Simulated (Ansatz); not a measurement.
**F on Co(0001): change of the work function**

How does F on the fcc site change the work function of Co(0001) as the layer fills?

Program: Ansatz 0.2.0. Level of theory: plane-wave DFT, PBE, Ansatz PAW (set soft_1); PAW set soft_1. Values are calculated unless marked as measured.

### 1. The system as given

The cell holds 4 atoms: 4 Co. Cell: a = 2.510 Å, b = 2.510 Å, c = 24.107 Å, α = 90.0°, β = 90.0°, γ = 60.0°. Vacuum lies along c.

### 2. The clean slab

The bare slab comes first, as the zero from which every change is counted. The two lowest layers are held at bulk places and the upper ones relax. The dipole correction removes the false field that a one-sided slab makes across the periodic vacuum, so each face gets a flat vacuum level of its own.

Input file input.yaml:

```yaml
crystal:
  lattice:
    - [2.51, 0.0, 0.0]
    - [1.255, 2.1737237635, 0.0]
    - [0.0, 0.0, 24.10683]
  atoms:
    - { symbol: Co, position: [0.6666666667, 0.6666666667, 0.3733381784], spin: 1.7 }
    - { symbol: Co, position: [0.0, 0.0, 0.4577793928], spin: 1.7 }
    - { symbol: Co, position: [0.6666666667, 0.6666666667, 0.5422206072], spin: 1.7 }
    - { symbol: Co, position: [0.0, 0.0, 0.6266618216], spin: 1.7 }
magnetization:
  spin_polarized: true
kpoints:
  mp_grid: { grid: [12, 12, 1] }
hamiltonian:
  xc: pbe
  pseudopotentials: { kind: paw, azcp: { folder: soft_1 } }
scf:
  occupations: { method: fermi_dirac, width: 0.1 }
  convergence: { dr2_threshold: 1.0e-08 }
efield:
  axis: 3
  dipole_correction: true
  ramp_position: 0.97
  ramp_width: 0.06
relax:
  f_tol: 0.02
  max_steps: 60
  constraints: [{ sites: [0, 1] }]
output:
  write_potential: true
  write_density: true
  volumetric_format: npy
```

Command:

```
> ansatz run input.yaml --threads 4 --pin off --max-ram 16384MiB --backend cpu --events-out ev --progress --plain --runs-dir out
```

What it wrote:

```text
Engine: ansatz 0.2.0, aarch64-unknown-linux-gnu
Pseudopotentials: kind: paw
Pseudopotential: Co, paw, valence charge 17, recommended cutoff 420 eV (normal), soft_1/Co.paw.azcp
Functional definition: PBE
  parameter kappa = 0.804
  parameter beta = 0.066725
  exchange = pbe_x(kappa = kappa, mu = beta*pi^2/3)
  correlation = pbe_c(beta = beta)
Crystal: 4 atoms, lattice volume = 131.528 Å³
Basis set: ecut = 420 eV, 2559 PW (Γ), exchange–correlation on 36×36×324 points (8 copies of the dense FFT grid, shifted against one another)
Bands: 45, of which v1, the nominal top of the filled ones, is band 34 counted from 1 (33 counted from 0)
Symmetry: 6 space group operations
k-points: 19 of 144 (time reversal used)
Non-local potential: Co, projectors of the file, l = 0: 3, l = 1: 2, l = 2: 3, l = 3: 1
PAW form: soft (Blöchl's): semilocal exchange-correlation on the pseudo side does not see the compensation charge
PAW one-centre angular grid: Co, 590 points (default); XC on 64 Gauss nodes
Initial density: superposition of atomic densities (neutral atoms: chi_scale 0, normalization atom)
Starting moments: Σ|m| = 6.8 μB on 4 of 4 sites
Initial wavefunctions: pseudopotential atomic-orbital guess
Functional: x = pbe(κ = 0.804, μ = 0.219515), c = pbe(β = 0.066725)
SCF iter   1: F=—  HF=-20501.308748 eV  |F-HF|=—  |Δ(HF+E_count)|=         —  Δρ=4.03e-2 (↑1.29e-2 ↓4.03e-2)  dr2=4.93e0  dr2_m=6.35e-1  M=6.866 μB ∫|m|=7.070 μB  β_m=1.00  ethr=3.10e-3  p=0.000 e·Å  D=4.49e-13 V/Å  ΔV_dip=-0.00 eV  dr2_dipole=3.94e-8  V_vac-E_F(+/−)=7.47/7.47 eV  ⟨swp⟩=10.5  Hψ=8803  notcnv=0  defer=11
Mixer restart at iter 1: flushing history
efield: sawtooth ramp at fractional position 0.9700 (set: `efield.ramp_position`, or a place that a band, a saddle search or an elastic batch's reference lends), width 0.0600; the density the first Hamiltonian is built on has a dipole p = 0.000 e·Å; the dipole correction subtracts the counter field D = 4.49e-13 V/Å, which shifts the + side's vacuum level by -0.00 eV against the − side's; the planar-averaged density in the ramp window peaks in size at 2.3e-6 e/Å³
preconditioner: auto → LDOS  [metal: Δε(μ)=0.018 eV  Ē_g=6.900 eV  σ=0.100 eV  W_gap=0.04  n_scr=18 (ndim 8)  ℏωp=19.4 eV  f_vac=0.597  D(μ)=4.77/eV (n_scr^D=18)]
spin=Collinear: LDOS preconditioning applied to the charge; magnetization (m = ρ↑ − ρ↓) channel mixes plain (no charge-response kernel on spin).
SCF iter   2: F=—  HF=-20500.673509 eV  |F-HF|=—  |Δ(HF+E_count)|=   6.35e-1  Δρ=1.78e-2 (↑1.78e-2 ↓7.18e-3)  dr2=8.51e-1  dr2_m=6.60e-2  M=6.897 μB ∫|m|=7.359 μB  β_m=0.34  ethr=3.10e-3  p=-0.000 e·Å  D=-2.81e-5 V/Å  ΔV_dip=0.00 eV  dr2_dipole=1.10e-7  V_vac-E_F(+/−)=6.69/6.69 eV  ⟨swp⟩=2.9  Hψ=3093  notcnv=0  defer=52
density mixer auto → msr1: a metal under ldos (density of states about μ 3.20 of a free-electron gas's, 18 screened modes)
SCF iter   3: F=—  HF=-20501.864020 eV  |F-HF|=—  |Δ(HF+E_count)|=    1.19e0  Δρ=1.03e-2 (↑1.03e-2 ↓4.06e-3)  dr2=2.39e-1  dr2_m=2.67e-2  M=6.921 μB ∫|m|=7.425 μB  β_m=0.59  ethr=1.25e-3  p=-0.000 e·Å  D=-5.76e-6 V/Å  ΔV_dip=0.00 eV  dr2_dipole=5.90e-8  V_vac-E_F(+/−)=6.16/6.16 eV  ⟨swp⟩=2.9  Hψ=2841  notcnv=0  defer=51
SCF iter   4: F=—  HF=-20503.089464 eV  |F-HF|=—  |Δ(HF+E_count)|=         —  Δρ=6.82e-3 (↑6.82e-3 ↓4.02e-3)  dr2=1.06e-1  dr2_m=4.90e-3  M=6.940 μB ∫|m|=7.560 μB  β_m=0.59  ethr=3.51e-4  p=0.000 e·Å  D=3.93e-6 V/Å  ΔV_dip=-0.00 eV  dr2_dipole=2.16e-8  V_vac-E_F(+/−)=5.34/5.34 eV  ⟨swp⟩=3.6  Hψ=3276  notcnv=0  defer=53
SCF iter   5: F=—  HF=-20503.181654 eV  |F-HF|=—  |Δ(HF+E_count)|=   9.22e-2  Δρ=1.79e-3 (↑1.09e-3 ↓1.79e-3)  dr2=1.42e-2  dr2_m=6.32e-4  M=6.873 μB ∫|m|=7.521 μB  β_m=0.73  ethr=1.56e-4  p=0.000 e·Å  D=2.65e-6 V/Å  ΔV_dip=-0.00 eV  dr2_dipole=3.04e-9  V_vac-E_F(+/−)=5.11/5.11 eV  ⟨swp⟩=2.2  Hψ=3044  notcnv=0  defer=53
SCF iter   6: F=—  HF=-20503.184581 eV  |F-HF|=—  |Δ(HF+E_count)|=   2.93e-3  Δρ=1.14e-3 (↑1.14e-3 ↓5.44e-4)  dr2=2.97e-3  dr2_m=2.18e-4  M=6.860 μB ∫|m|=7.523 μB  β_m=0.71  ethr=2.08e-5  p=0.000 e·Å  D=7.66e-6 V/Å  ΔV_dip=-0.00 eV  dr2_dipole=3.03e-8  V_vac-E_F(+/−)=5.03/5.03 eV  ⟨swp⟩=2.2  Hψ=2672  notcnv=0  defer=54
SCF iter   7: F=—  HF=-20503.184347 eV  |F-HF|=—  |Δ(HF+E_count)|=   2.34e-4  Δρ=6.68e-4 (↑4.82e-4 ↓6.68e-4)  dr2=1.43e-3  dr2_m=4.01e-5  M=6.854 μB ∫|m|=7.521 μB  β_m=0.59  ethr=4.36e-6  p=-0.000 e·Å  D=-5.21e-6 V/Å  ΔV_dip=0.00 eV  dr2_dipole=3.20e-8  V_vac-E_F(+/−)=5.00/5.00 eV  ⟨swp⟩=2.5  Hψ=3260  notcnv=0  defer=53
SCF iter   8: F=—  HF=-20503.183999 eV  |F-HF|=—  |Δ(HF+E_count)|=   3.48e-4  Δρ=2.59e-4 (↑9.16e-5 ↓2.59e-4)  dr2=6.61e-5  dr2_m=2.02e-5  M=6.855 μB ∫|m|=7.525 μB  β_m=0.69  ethr=2.10e-6  p=0.000 e·Å  D=1.47e-6 V/Å  ΔV_dip=-0.00 eV  dr2_dipole=3.59e-10  V_vac-E_F(+/−)=4.99/4.99 eV  ⟨swp⟩=2.2  Hψ=2543  notcnv=0  defer=52
SCF iter   9: F=—  HF=-20503.184036 eV  |F-HF|=—  |Δ(HF+E_count)|=   3.74e-5  Δρ=8.33e-5 (↑4.56e-5 ↓8.33e-5)  dr2=2.29e-5  dr2_m=2.78e-6  M=6.854 μB ∫|m|=7.527 μB  β_m=0.63  ethr=9.72e-8  p=-0.000 e·Å  D=-1.67e-6 V/Å  ΔV_dip=0.00 eV  dr2_dipole=4.03e-11  V_vac-E_F(+/−)=4.98/4.98 eV  ⟨swp⟩=3.1  Hψ=3418  notcnv=0  defer=52
SCF iter  10: F=—  HF=-20503.184036 eV  |F-HF|=—  |Δ(HF+E_count)|=   2.82e-7  Δρ=1.96e-5 (↑1.58e-5 ↓1.96e-5)  dr2=5.51e-7  dr2_m=2.47e-7  M=6.854 μB ∫|m|=7.528 μB  β_m=0.75  ethr=3.37e-8  p=0.000 e·Å  D=1.53e-6 V/Å  ΔV_dip=-0.00 eV  dr2_dipole=1.95e-11  V_vac-E_F(+/−)=4.98/4.98 eV  ⟨swp⟩=2.0  Hψ=2363  notcnv=0  defer=52
SCF iter  11: F=—  HF=-20503.184037 eV  |F-HF|=—  |Δ(HF+E_count)|=   1.37e-6  Δρ=1.65e-5 (↑1.04e-5 ↓1.65e-5)  dr2=4.94e-7  dr2_m=4.82e-8  M=6.854 μB ∫|m|=7.528 μB  β_m=0.88  ethr=8.10e-10  p=-0.000 e·Å  D=-1.68e-6 V/Å  ΔV_dip=0.00 eV  dr2_dipole=3.65e-12  V_vac-E_F(+/−)=4.97/4.97 eV  ⟨swp⟩=3.0  Hψ=3488  notcnv=0  defer=52
SCF iter  12: F=—  HF=-20503.184038 eV  |F-HF|=—  |Δ(HF+E_count)|=   4.08e-7  Δρ=8.34e-6 (↑7.41e-6 ↓8.34e-6)  dr2=1.87e-7  dr2_m=1.05e-8  M=6.854 μB ∫|m|=7.528 μB  β_m=0.68  ethr=7.27e-10  p=0.000 e·Å  D=5.40e-6 V/Å  ΔV_dip=-0.00 eV  dr2_dipole=1.10e-8  V_vac-E_F(+/−)=4.97/4.97 eV  ⟨swp⟩=2.3  Hψ=2915  notcnv=0  defer=52
SCF iter  13: F=—  HF=-20503.184038 eV  |F-HF|=—  |Δ(HF+E_count)|=   1.54e-8  Δρ=2.59e-6 (↑2.36e-6 ↓2.59e-6)  dr2=1.09e-8  dr2_m=4.87e-9  M=6.854 μB ∫|m|=7.529 μB  β_m=0.80  ethr=2.75e-10  p=-0.000 e·Å  D=-1.38e-6 V/Å  ΔV_dip=0.00 eV  dr2_dipole=2.03e-9  V_vac-E_F(+/−)=4.97/4.97 eV  ⟨swp⟩=2.5  Hψ=2836  notcnv=0  defer=52
[...]
preconditioner: auto → LDOS  [metal: Δε(μ)=0.007 eV  Ē_g=6.723 eV  σ=0.100 eV  W_gap=0.02  n_scr=12 (ndim 8)  ℏωp=19.4 eV  f_vac=0.612  D(μ)=3.75/eV (n_scr^D=16)]
spin=Collinear: LDOS preconditioning applied to the charge; magnetization (m = ρ↑ − ρ↓) channel mixes plain (no charge-response kernel on spin).
SCF iter   2: F=—  HF=-20503.207839 eV  |F-HF|=—  |Δ(HF+E_count)|=   9.93e-5  Δρ=1.34e-4 (↑1.34e-4 ↓1.11e-4)  dr2=3.09e-4  dr2_m=1.60e-6  M=6.831 μB ∫|m|=7.491 μB  β_m=0.32  ethr=1.62e-6  p=0.002 e·Å  D=2.56e-3 V/Å  ΔV_dip=-0.06 eV  dr2_dipole=1.17e-4  V_vac-E_F(+/−)=4.93/4.99 eV  ⟨swp⟩=2.0  Hψ=2575  notcnv=0  defer=66
density mixer auto → msr1: a metal under ldos (density of states about μ 2.82 of a free-electron gas's, 18 screened modes)
SCF iter   3: F=—  HF=-20503.207838 eV  |F-HF|=—  |Δ(HF+E_count)|=   9.28e-7  Δρ=1.06e-4 (↑1.06e-4 ↓9.12e-5)  dr2=7.90e-5  dr2_m=5.37e-6  M=6.831 μB ∫|m|=7.491 μB  β_m=0.40  ethr=4.54e-7  p=0.002 e·Å  D=2.44e-3 V/Å  ΔV_dip=-0.06 eV  dr2_dipole=2.42e-5  V_vac-E_F(+/−)=4.93/4.99 eV  ⟨swp⟩=1.7  Hψ=1810  notcnv=0  defer=66
SCF iter   4: F=—  HF=-20503.207851 eV  |F-HF|=—  |Δ(HF+E_count)|=   1.30e-5  Δρ=5.86e-5 (↑5.80e-5 ↓5.86e-5)  dr2=2.43e-5  dr2_m=3.15e-6  M=6.832 μB ∫|m|=7.491 μB  β_m=0.46  ethr=1.16e-7  p=0.002 e·Å  D=2.49e-3 V/Å  ΔV_dip=-0.06 eV  dr2_dipole=6.47e-6  V_vac-E_F(+/−)=4.93/4.99 eV  ⟨swp⟩=1.9  Hψ=2235  notcnv=0  defer=66
SCF iter   5: F=—  HF=-20503.207860 eV  |F-HF|=—  |Δ(HF+E_count)|=   9.49e-6  Δρ=4.34e-5 (↑4.34e-5 ↓3.89e-5)  dr2=3.44e-7  dr2_m=1.93e-6  M=6.832 μB ∫|m|=7.492 μB  β_m=0.68  ethr=3.58e-8  p=0.002 e·Å  D=2.55e-3 V/Å  ΔV_dip=-0.06 eV  dr2_dipole=2.21e-8  V_vac-E_F(+/−)=4.93/4.99 eV  ⟨swp⟩=2.1  Hψ=2326  notcnv=0  defer=66
SCF iter   6: F=—  HF=-20503.207864 eV  |F-HF|=—  |Δ(HF+E_count)|=   3.32e-6  Δρ=2.31e-5 (↑2.31e-5 ↓1.07e-5)  dr2=9.61e-7  dr2_m=2.06e-7  M=6.833 μB ∫|m|=7.493 μB  β_m=0.66  ethr=5.06e-10  p=0.002 e·Å  D=2.58e-3 V/Å  ΔV_dip=-0.06 eV  dr2_dipole=5.98e-8  V_vac-E_F(+/−)=4.92/4.99 eV  ⟨swp⟩=3.0  Hψ=3651  notcnv=0  defer=66
SCF iter   7: F=—  HF=-20503.207863 eV  |F-HF|=—  |Δ(HF+E_count)|=   2.55e-8  Δρ=8.63e-6 (↑6.84e-6 ↓8.63e-6)  dr2=3.23e-7  dr2_m=2.79e-8  M=6.833 μB ∫|m|=7.493 μB  β_m=0.63  ethr=5.06e-10  p=0.002 e·Å  D=2.57e-3 V/Å  ΔV_dip=-0.06 eV  dr2_dipole=8.44e-8  V_vac-E_F(+/−)=4.92/4.99 eV  ⟨swp⟩=2.0  Hψ=3000  notcnv=0  defer=66
SCF iter   8: F=—  HF=-20503.207864 eV  |F-HF|=—  |Δ(HF+E_count)|=   5.83e-8  Δρ=3.65e-6 (↑3.65e-6 ↓3.19e-6)  dr2=2.67e-8  dr2_m=8.75e-9  M=6.833 μB ∫|m|=7.493 μB  β_m=0.62  ethr=4.75e-10  p=0.002 e·Å  D=2.57e-3 V/Å  ΔV_dip=-0.06 eV  dr2_dipole=3.29e-9  V_vac-E_F(+/−)=4.92/4.99 eV  ⟨swp⟩=2.1  Hψ=2470  notcnv=0  defer=66
SCF iter   9: F=—  HF=-20503.207864 eV  |F-HF|=—  |Δ(HF+E_count)|=   1.60e-8  Δρ=1.79e-6 (↑1.67e-6 ↓1.79e-6)  dr2=3.58e-9  dr2_m=2.86e-9  M=6.833 μB ∫|m|=7.493 μB  β_m=0.72  ethr=3.93e-11  p=0.002 e·Å  D=2.57e-3 V/Å  ΔV_dip=-0.06 eV  dr2_dipole=2.95e-10  V_vac-E_F(+/−)=4.92/4.99 eV  ⟨swp⟩=3.1  Hψ=3374  notcnv=0  defer=66
SCF iter  10: F=—  HF=-20503.207864 eV  |F-HF|=—  |Δ(HF+E_count)|=   1.52e-8  Δρ=2.02e-6 (↑1.03e-6 ↓2.02e-6)  dr2=1.23e-8  dr2_m=8.29e-10  M=6.833 μB ∫|m|=7.493 μB  β_m=0.63  ethr=5.27e-12  p=0.002 e·Å  D=2.57e-3 V/Å  ΔV_dip=-0.06 eV  dr2_dipole=1.90e-9  V_vac-E_F(+/−)=4.92/4.99 eV  ⟨swp⟩=2.3  Hψ=3025  notcnv=0  defer=66
SCF iter  11: F=-20503.207864 eV  HF=-20503.207864 eV  |F-HF|=4.66e-9  |Δ(HF+E_count)|=   2.89e-9  Δρ=1.36e-6 (↑5.87e-7 ↓1.36e-6)  dr2=5.07e-9  dr2_m=3.48e-10  M=6.833 μB ∫|m|=7.493 μB  ethr=5.27e-12  p=0.002 e·Å  D=2.57e-3 V/Å  ΔV_dip=-0.06 eV  dr2_dipole=6.71e-10  V_vac-E_F(+/−)=4.92/4.99 eV  ⟨swp⟩=6.8  Hψ=10985  notcnv=0
SCF 4 converged in 11 iterations: F = -20503.207864 eV  dr2 = 5.07e-9
relax step   4: F+E_penalty+E_count = -20503.20786359 eV  Δ(F+E_penalty+E_count) = -2.570e-4 eV  max|allowed force component| = 6.540e-3 eV/Å  Δτ_max = 0.0084 Å  (11 SCF iters, accepted)
NSCF: frozen V_eff on 19 k-points
the band table was solved once a step of the walk had ended and its energy, with any forces and stress, was formed, with the checks that follow a solve (9198 applications of the Hamiltonian). They found nothing against the state; the energy, forces and stress were not computed again (output.eigenvalues in the input reference)
WARN: The output density's exchange-correlation potential varies sharply where the density is thin. Do not read a vacuum level from v_tot or v_xc, or from such a field of the output density. On a cell that repeats whose density bears no net charge and no dipole along the vacuum's axis use v_es (v_loc + v_h of the components); under efield.dipole_correction with no amplitude use v_es + v_field, which holds any externa [...]
SCF converged after 11 iterations
Magnetization: 6.8331 μB (37.4165 up, 30.5835 down)
Absolute magnetization: 7.4999 μB (∫|ρ↑−ρ↓|, with the PAW one-centre terms)
Spin contamination: 0.1414 ħ² per cell (⟨S²⟩ above its minimum at these occupations)
Per-site moments (μB) at R_I (Å): [(1.818100, 1.030734), (1.756460, 1.030734), (1.740687, 1.000610), (1.791097, 1.000610)]
Free energy (F): -20503.207864 eV
Harris-Foulkes:  -20503.207864 eV  (|F-HF|=4.66e-9)
Internal energy: -20503.077990 eV  (E = F + TS)
E sigma→0 (E₀):  -20503.142927 eV
Entropy (-TS):   -0.129873 eV (-32.468 meV/atom)
Fermi energy:    2.956981 eV
Dipole field:    D = 0.002616 V/Å  (p = 0.001901 e·Å, saw-weighted, corrected)
Work function:   Φ+ = 4.9240 eV   Φ− = 4.9870 eV
Levels:          The Fermi level and band energies are counted from a zero that moves with the ramp; work functions are not
--- Per-component energies (eV) ---
  E_band       = -2041.579771
  E_kinetic    = 1162.427023
  E_local      = -150620.627817  (includes V_loc(G=0)·N_el)
  E_nonlocal   = 1739.920047
  E_hartree    = 74183.147293
  E_xc         = -365.452886
  E_vxc        = -470.054450  (∫ρ·V_xc dr)
  E_paw        = -6287.849009  (= ΣΔE_a)
  E_vpaw       = -2219.548606  (= ΣTr[D̂ρ^β])
  E_aug_tail   = -0.000079  (compensation charges beyond the density's cutoff)
  E_efield     = 0.000002  (sawtooth field / dipole correction)
  E_vefield    = 0.003161  (∫n·V_field dr)
  E_ewald      = 59685.357435
  E_smearing   = -0.129873  (= −TS)
  E_closure    = 0.000000  (closes the sum)
  Σ components = -20503.207864   (vs F -20503.207864, Δ=0.00e0)
--- Forces (eV/Å), atoms counted from 1 ---
  atom   1  Co     0.00000000     0.00000000     0.50182371
  atom   2  Co    -0.00000000     0.00000000    -0.49934403
  atom   3  Co     0.00000000    -0.00000000     0.00404317
  atom   4  Co    -0.00000000    -0.00000000    -0.00654042
  max |Σ_I F_I| component: 1.76e-5 eV/Å
--- Band table (eV; the first three rows and the last of 38) ---
  k-point 0 ↑: bands = [... 30 lower, 0.6055, 1.1344, 1.1344, 1.5284, 1.5284, 1.8876, 1.8876, 2.0281, ... 7 higher]
  k-point 1 ↑: bands = [... 30 lower, 0.6961, 1.0423, 1.1044, 1.3879, 1.5066, 1.5381, 1.7933, 1.8872, ... 7 higher]
  k-point 2 ↑: bands = [... 30 lower, 0.8066, 0.9438, 1.0360, 1.1469, 1.4410, 1.4754, 1.8835, 2.0856, ... 7 higher]
  k-point 18 ↓: bands = [... 30 lower, 3.1155, 3.7221, 3.7516, 3.8056, 3.9147, 3.9581, 8.5183, 8.9049, ... 7 higher]
--- Relaxed structure (4 steps of the walk, 4 accepted, 0 SCFs on fresh bases) ---
  F+E_penalty+E_count = -20503.20786359 eV   max|allowed force component| = 6.540e-3 eV/Å
  atoms:
    - { symbol: Co, position: [0.666667, 0.666667, 0.373338] }
    - { symbol: Co, position: [0.0, 0.0, 0.4577793928] }
    - { symbol: Co, position: [0.666667, 0.666667, 0.542622] }
    - { symbol: Co, position: [-4.119191e-18, 0, 0.623316] }
```

It took 33 s on 4 threads of Arm Neoverse V1, shared host; peak memory 0.5 GiB.

The column dr2 measures how far the density is from self-consistency, as an energy; F and HF (Harris–Foulkes) agree once it is small.

Step by step:

```tsv
step	energy less that of the first step (eV)	largest force component (eV/Å)
1	0.0000	0.4884
2	-0.0156	0.3159
3	-0.0236	0.0610
4	-0.0238	0.0065
```

The run keeps the 6 symmetry operations that the program found, so distortions that break them were not tested.

The atoms that moved most (Å):

```tsv
atom	dx	dy	dz	length
Co4	0.000	0.000	-0.081	0.081
Co3	0.000	0.000	0.010	0.010
```

Final coordinates:

```xyz
4
Lattice="2.5100 0.0000 0.0000 1.2550 2.1737 0.0000 0.0000 0.0000 24.1068" Properties=species:S:1:pos:R:3
Co    2.5100    1.4491    9.0000
Co    0.0000    0.0000   11.0356
Co    2.5100    1.4491   13.0809
Co    0.0000    0.0000   15.0262
```

Numbers from this step:

```
energy at zero smearing        : -20503.1429 eV
total moment                   : 6.833 μB
site moments                   : 1.818, 1.756, 1.741, 1.791 μB
work function, upper face      : 4.924 eV
work function, lower face      : 4.987 eV
dipole along the normal        : 0.001901 e·Å
step between the vacuum levels : -0.06303 eV
```

Running mean over 2.03561 Å of the planar mean; the ramp of the sawtooth is left out. Table of electron's electrostatic potential energy less the Fermi level by z:

z (Å), electron's electrostatic potential energy less the Fermi level (eV) and a bar from the least value:
```
      3.0        5.0 ##############################
      3.5        5.0 ##############################
      4.0        5.0 ##############################
      4.5        5.0 ##############################
      5.0        5.0 ##############################
      5.5        5.0 ##############################
      6.0        4.9 ##############################
      6.5        4.8 ##############################
      7.0        4.2 #############################
      7.5        1.9 ########################
      8.0       -3.2 ###############
      8.5       -8.1 #####
      9.0       -9.8 ##
      9.5      -10.0 ##
     10.0      -10.1 ##
     10.5      -10.1 ##
     11.0      -10.1 ##
     11.5      -10.1 ##
     12.0      -10.0 ##
     12.5      -10.1 ##
     13.0      -10.2 ##
     13.5      -10.6 #
     14.0      -11.0 
     14.5      -10.7 #
     15.0      -10.0 ##
     15.5       -8.3 #####
     16.0       -3.5 ##############
     16.5        1.6 ########################
     17.0        4.1 ############################
     17.5        4.7 #############################
     18.0        4.9 ##############################
     18.5        4.9 ##############################
     19.0        4.9 ##############################
     19.5        4.9 ##############################
     20.0        4.9 ##############################
     20.5        4.9 ##############################
     21.0        4.9 ##############################
```

Site moment by atom:

```tsv
atom	site moment (μB)
Co1	1.82
Co2	1.76
Co3	1.74
Co4	1.79
```

The relaxation took 4 steps and lowered the energy by 0.024 eV; the largest force on the free atoms ends at 0.0065 eV/Å.

The work function of the upper face is 4.92 eV.

[end of part 1 of 4]

[Long decimals in the printed logs are rounded to 6 places.]

[Logs are printed without paths, hosts, clocks, repeated set-up lines and the standing remarks that a program may print on its own settings, such as how far it seeks lower states.]

[Hosts, paths, dates, database ids (printed as entryN), source tags and the programs' standing remarks are cut or masked in the printed files.]

[Maps of the electrostatic potential energy from Ansatz leave out the sawtooth potential of an applied field or a dipole correction, so their vacuum need not be flat; planar profiles and work functions include it.]
